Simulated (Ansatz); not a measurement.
# K2HN: relaxing a made-up structure, part 2 of 2

Starting from a made-up structure for K2HN, the aim is the relaxed cell, its shortest contacts and, where a second run follows, its electronic structure.

Ansatz 0.2.0; DFT, PBEsol, plane-wave PAW, files of the set soft_1, scalar-relativistic, no spin, cell and ions relaxed at zero pressure; PAW set soft_1 (the session's first sound run).

So far: Set-up; Relaxation of the guess. The relaxed cell has a = 4.844, c = 11.953 Å (conventional setting).

## Step 3: Electronic structure of the relaxed cell

A second self-consistent run takes a narrower smearing and the mesh shown in its input; the bands follow along the standard path of the relaxed lattice.

This step: DFT, PBEsol, plane-wave PAW, files of the set soft_1, scalar-relativistic, no spin, bands and density of states at the relaxed cell; PAW set soft_1 (Ansatz 0.2.0).

input.yaml

```yaml
crystal:
  lattice:
    - [2.4219885284, 1.3983357288, 3.9842790454]
    - [-2.4219885284, 1.3983357288, 3.9842790454]
    - [0.0, -2.7966714577, 3.9842790454]
  atoms:
    - { symbol: K, position: [0.7637454646, 0.7637454646, 0.7637454646] }
    - { symbol: K, position: [0.2750392972, 0.2750392972, 0.2750392972] }
    - { symbol: "N", position: [0.9859489775, 0.9859489775, 0.9859489775] }
    - { symbol: H, position: [0.0732995668, 0.0732995668, 0.0732995668] }
kpoints:
  mp_grid: { grid: [8, 8, 8] }
  band_path:
    path:
      - [[0.0, 0.0, 0.0], [0.5, 0.0, 0.0], [0.5, 0.24878349, -0.24878349]]
      - [[0.75121651, 0.5, 0.24878349], [0.5, 0.5, 0.5], [0.0, 0.0, 0.0], [0.37439175, 0.0, -0.37439175]]
      - [[0.62560825, 0.37439175, 0.0], [0.5, 0.5, 0.0], [0.62560825, 0.62560825, 0.24878349], [0.5, 0.5, 0.5]]
      - [[0.5, 0.0, 0.0], [0.75121651, 0.37439175, 0.37439175]]
    npoints: 8
scf:
  occupations: { method: fermi_dirac, width: 0.03 }
  n_extra_bands: 8
hamiltonian:
  xc: pbesol
  pseudopotentials: { kind: paw, azcp: { folder: soft_1 }, xc_functional: pbe }
output:
  forces: true
  stress: true
  write_bands: true
  dos: { projected: true }
  write_density: true
  write_potential: true
  elf: true
  volumetric_format: npy
```

On the command line:

```
$ ansatz run input.yaml --threads 4 --pin off --max-ram 8192MiB --backend cpu --events-out ev --progress --plain --runs-dir out
```

Numbers of over 12 decimals in the logs are rounded to 6 here.

Output:

```text
[...]
Crystal: 4 atoms, lattice volume = 80.963 Å³
Basis set: ecut = 420 eV, 1603 PW (Γ), exchange–correlation on 72×72×72 points (8 copies of the dense FFT grid, shifted against one another)
Bands: 20, of which v1, the nominal top of the filled ones, is band 12 counted from 1 (11 counted from 0)
Symmetry: 6 space group operations
[...]
k-points: 65 of 512 (time reversal used)
[...]
SCF iter   1: F=—  HF=-3426.606548 eV  |F-HF|=—  |Δ(HF+E_count)|=         —  Δρ=3.39e-2  dr2=1.06e0  ethr=3.10e-3  ⟨swp⟩=5.8  Hψ=7015  notcnv=0
[...]
SCF iter   7: F=-3426.378536 eV  HF=-3426.378536 eV  |F-HF|=3.11e-8  |Δ(HF+E_count)|=   3.55e-7  Δρ=8.13e-6  dr2=5.79e-8  ethr=4.17e-10  ⟨swp⟩=14.0  Hψ=9758  notcnv=0
SCF 1 converged in 7 iterations: F = -3426.378536 eV  dr2 = 5.79e-8
[...]
NSCF: frozen V_eff on 76 k-points
SCF converged after 7 iterations
Free energy (F): -3426.378536 eV
[...]
Internal energy: -3426.378535 eV  (E = F + TS)
E sigma→0 (E₀):  -3426.378536 eV
Entropy (-TS):   -0.000001 eV (-0.000 meV/atom)
Fermi energy:    4.615123 eV
[...]
--- Forces (eV/Å), atoms counted from 1 ---
  atom   1  K      0.00000000     0.00000000    -0.00035058
  atom   2  K      0.00000000    -0.00000000     0.00074234
  atom   3  N     -0.00000000     0.00000000    -0.00309780
  atom   4  H     -0.00000000    -0.00000000     0.00283822
  max |Σ_I F_I| component: 1.32e-4 eV/Å
--- Stress (GPa, compression-positive) ---
        0.008842       0.000000      -0.000000
        0.000000       0.008842       0.000000
       -0.000000       0.000000      -0.012060
  P = ⅓ Tr σ = 0.0019 GPa (0.019 kbar)
--- Band table (eV; the first three rows and the last of 65) ---
  k-point 0: bands = [... 8 lower, -8.6396, 0.7302, 3.8682, 3.8682, 4.8646, 8.6848, 8.6848, 10.0361, ... 4 higher]
  k-point 1: bands = [... 8 lower, -8.5028, 0.7436, 3.6940, 3.9091, 5.2961, 8.7314, 8.7538, 9.9718, ... 4 higher]
  k-point 2: bands = [... 8 lower, -8.3066, 0.7794, 3.5521, 4.0093, 6.1006, 8.8562, 8.8829, 9.5774, ... 4 higher]
  k-point 64: bands = [... 8 lower, -8.2027, 0.6638, 4.0901, 4.0901, 6.9635, 8.7508, 9.5107, 9.5107, ... 4 higher]
```

It took 4.8 s on 4 threads of Arm Neoverse V2, shared host; peak memory 0.45 GiB.

The column dr2 measures how far the density is from self-consistency, as an energy; F and HF (Harris–Foulkes) agree once it is small.

This step gave:

```
Fermi energy      : 4.615 eV
gap by band count : 0.5894 eV
pressure          : 0.001875 GPa
```

From bands.tsv. Electronic bands along the path, in eV, zero at the valence top; v1 is the highest filled band, c1 the lowest empty one:

```tsv
point	v4	v3	v2	v1	c1	c2	c3	c4
Γ	-12.91	-3.54	-0.41	-0.41	0.59	4.41	4.41	5.76
halfway	-12.58	-3.50	-0.72	-0.27	1.83	4.58	4.61	5.30
L	-12.41	-3.44	-0.69	-0.12	3.18	3.68	4.99	5.48
halfway	-12.41	-3.43	-0.49	-0.27	2.78	3.99	4.81	5.79
B1	-12.41	-3.47	-0.46	-0.14	2.45	4.30	4.84	5.96
jump to B	-12.41	-3.47	-0.46	-0.14	2.45	4.30	4.84	5.96
halfway	-12.45	-3.56	-0.34	-0.12	2.55	4.60	4.96	5.58
Z	-12.48	-3.61	-0.19	-0.19	2.69	4.48	5.24	5.24
halfway	-12.63	-3.62	-0.30	-0.30	1.59	4.69	4.69	4.92
Γ	-12.91	-3.54	-0.41	-0.41	0.59	4.41	4.41	5.76
halfway	-12.52	-3.46	-0.77	-0.24	2.21	4.17	4.81	5.60
X	-12.41	-3.46	-0.44	-0.21	2.47	4.26	4.83	5.90
jump to Q	-12.41	-3.46	-0.44	-0.21	2.47	4.26	4.83	5.90
halfway	-12.42	-3.49	-0.53	-0.06	2.33	4.33	4.86	5.66
F	-12.43	-3.50	-0.57	0.00	2.28	4.33	4.91	5.58
halfway	-12.43	-3.50	-0.56	-0.01	2.32	4.33	4.95	5.66
P1	-12.42	-3.49	-0.52	-0.04	2.43	4.34	5.08	5.86
halfway	-12.46	-3.57	-0.31	-0.13	2.58	4.65	4.93	5.49
Z	-12.48	-3.61	-0.19	-0.19	2.69	4.48	5.24	5.24
jump to L	-12.41	-3.44	-0.69	-0.12	3.18	3.68	4.99	5.48
halfway	-12.41	-3.45	-0.64	-0.09	2.85	3.93	5.26	5.38
P	-12.42	-3.49	-0.52	-0.04	2.43	4.34	5.08	5.86
```

The electronic bands as a text plot (rows in eV, shown from -8.0 to 6.6 only; labels by their first letter):

```
    6.3 |+++++++++++++++++++++++   ++++++++++++++++++++++++++++++
    5.7 |+++   ++++++  +++++       +++++++++++++++++++++++  +++++
    5.1 |   +++++++++  ++++++++++++       +++++++++++++++++++++++
    4.5 |++++++      ++++++++++++++++++++++    +++++++++++++   ++
    3.9 |      ++++++                      ++++             +++
    3.2 |      ++++                                         ++
    2.6 |     +    ++++++++++++            ++++++   ++++++++  +++
    2.0 |   ++                 ++         +      +++
    1.4 |  +                     ++     ++
    0.8 |++                        +++++
    0.2 |                                       ********      ***
   -0.4 |********************************************************
   -1.0 |   ***                          **
   -1.6 |
   -2.2 |
   -2.8 |
   -3.4 |********************************************************
   -4.0 |
   -4.7 |
   -5.3 |
   -5.9 |
   -6.5 |
   -7.1 |
   -7.7 |
         Γ      L     B|B    Z       Γ        X|Q F  P    Z|L   P
```

Counts of states for the cell as run, both spins, by energy window (eV from the valence-band top):

```csv
from,to,total
-8,-7,0.00
-7,-6,0.00
-6,-5,0.00
-5,-4,0.00
-4,-3,2.00
-3,-2,0.00
-2,-1,0.00
-1,0,4.00
0,1,0.01
1,2,0.22
2,3,1.75
3,4,0.54
4,5,2.64
```

Below -8 eV lie 18.0 more states.

Electrostatic potential energy in the ac plane of the conventional cell at fractional y = 0.000, with atoms of K and N and H within 0.2 Å of it. With pseudopotentials it is smooth inside the atoms' cores, unlike the true potential.

Values in eV, 24 rows by 14 columns, each cell a mean:
```
-31 -12   6   9   8   6   5   5   5   7   8   8  -2 -24
-31  -5   6   8   7   5   4   4   5   6   7   7   4 -20
 -7   2   6   6   6   5   4   4   4   5   6   6   5  -3
  3   4   5   5   6   5   5   5   5   5   6   5   4   3
 -7  -3   2   4   6   6   7   7   6   6   5   3   0  -5
-36 -27  -9   2   6   7   8   8   8   7   4  -2 -19 -33
-39 -37 -16   1   6   8   9   9   9   7   4  -6 -30 -39
-33 -24  -6   3   7   8   9   9   9   8   5   0 -16 -30
 -4  -1   3   5   7   7   8   8   8   7   6   4   1  -3
  4   5   5   6   6   6   6   6   6   6   6   6   5   4
  6   6   6   6   6   5   5   5   5   5   6   6   6   6
  6   6   6   6   6   5   5   5   5   5   6   6   6   6
  7   7   7   6   6   6   5   5   6   6   6   7   7   7
  7   7   7   7   7   6   6   6   6   7   7   7   7   7
  6   7   7   7   7   7   7   7   7   7   7   7   7   6
  4   4   6   7   7   8   8   8   8   8   7   6   5   4
-14  -7   1   5   7   7   8   8   8   7   6   3  -3 -12
-39 -32 -12   1   5   7   7   7   7   6   4  -4 -24 -37
-39 -36 -16   0   5   6   7   7   6   5   3  -6 -28 -39
-25 -16  -3   3   5   6   6   6   6   5   4   1 -10 -22
  2   4   5   6   6   6   6   6   6   6   6   6   4   3
  7   8   8   8   7   6   5   5   6   7   8   8   8   7
-24  -8   7   9   8   6   5   5   6   7   9   9   1 -19
-39 -29   1   9   8   6   5   5   6   7   9   8 -14 -39
```
Columns run along a (4.8 Å; values clipped at the 3rd and 97th percentile), rows up along c (12.0 Å), edges of the conventional cell, whose origin can differ from the input's. Atoms in or near the plane, at fractional coordinates: K at (0.00, 0.24), K at (0.00, 0.72), N at (0.00, 0.01), H at (0.00, 0.93).

Valence density in the ac plane of the conventional cell at fractional y = 0.000, with atoms of K and N and H within 0.2 Å of it. It is the smooth field of the valence electrons, not physical close to the nuclei.

Ten even steps from '_' (0.0 e/Å³) to '@' (4.2 e/Å³), each cell a mean:
```
++--..__________________::==
==..______________________::
..__________________________
____________________________
..________________________..
##++..__________________--**
@@##::________________..++@@
**==..__________________::++
..__________________________
____________________________
____________________________
____________________________
____________________________
____________________________
____________________________
____________________________
::..____________________..::
%%**::________________..==%%
@@##::________________..++@@
==::..__________________..--
____________________________
____________________________
==--..__________________..==
##++..________________..--##
```
Columns run along a (4.8 Å), rows up along c (12.0 Å), edges of the conventional cell, whose origin can differ from the input's. Atoms in or near the plane, at fractional coordinates: K at (0.00, 0.24), K at (0.00, 0.72), N at (0.00, 0.01), H at (0.00, 0.93).

ELF in the ac plane of the conventional cell at fractional y = 0.000, with atoms of K and N and H within 0.2 Å of it. It is the smooth field of the valence electrons, not physical close to the nuclei.

Ten even steps from '_' (0.01) to '@' (0.97), each cell a mean:
```
####**++::________..--**####
@@%%++::____________..==##@@
%%**--..______________::++%%
....______________________..
**++--________________..==**
%%%%##::__..::--::__..++%%%%
**%%%%--__::++**==....**%%##
%%%%**..__::======..__==%%%%
**++::____..........____--**
____________________________
____________________________
____________________________
____________________________
____________________________
____________________________
::..____............______::
%%##--____..::::....__::++##
##%%##--____..::..__..**%%%%
##%%%%==______..____::##%%##
%%##++::______________==##%%
::..____________________..::
======::____________..--====
##%%%%**::__________==##%%##
::##%%**::________..++%%%%==
```
Columns run along a (4.8 Å), rows up along c (12.0 Å), edges of the conventional cell, whose origin can differ from the input's. Atoms in or near the plane, at fractional coordinates: K at (0.00, 0.24), K at (0.00, 0.72), N at (0.00, 0.01), H at (0.00, 0.93).

## Step 4: Summary of results

```yaml
space_group_relaxed: R3m
conventional_cell: a = 4.844, b = 4.844, c = 11.953 Å; α = 90.0°, β = 90.0°, γ = 120.0°
volume_per_atom: 20.24 Å³ (guess 23.78)
```

What this shows: K2HN relaxes to R3m with a = 4.844, b = 4.844 and c = 11.953 Å. The guessed volume was 18 % too large. The space group R3m was held in the relaxation, so the end point is a stationary structure within it and may be a saddle against distortions or other arrangements. It has an indirect Kohn–Sham gap of 0.59 eV, which semilocal functionals understate. On the 8×8×8 mesh with the narrower smearing (relaxed on 7×7×7) the largest force component is 0.003 eV/Å and the largest stress component is 0.012 GPa, within the relaxation's thresholds of 0.015 eV/Å and 0.05 GPa. The cutoff wasn't tested. No dispersion term is used, so weakly bound directions may come out too long. Nothing here tests whether the compound is stable against decomposition.

[Logs are printed without paths, hosts, clocks, repeated set-up lines and the standing remarks that a program may print on its own settings, such as how far it seeks lower states.]

[Hosts, paths, dates, database ids (printed as entryN), source tags and the programs' standing remarks are cut or masked in the printed files.]
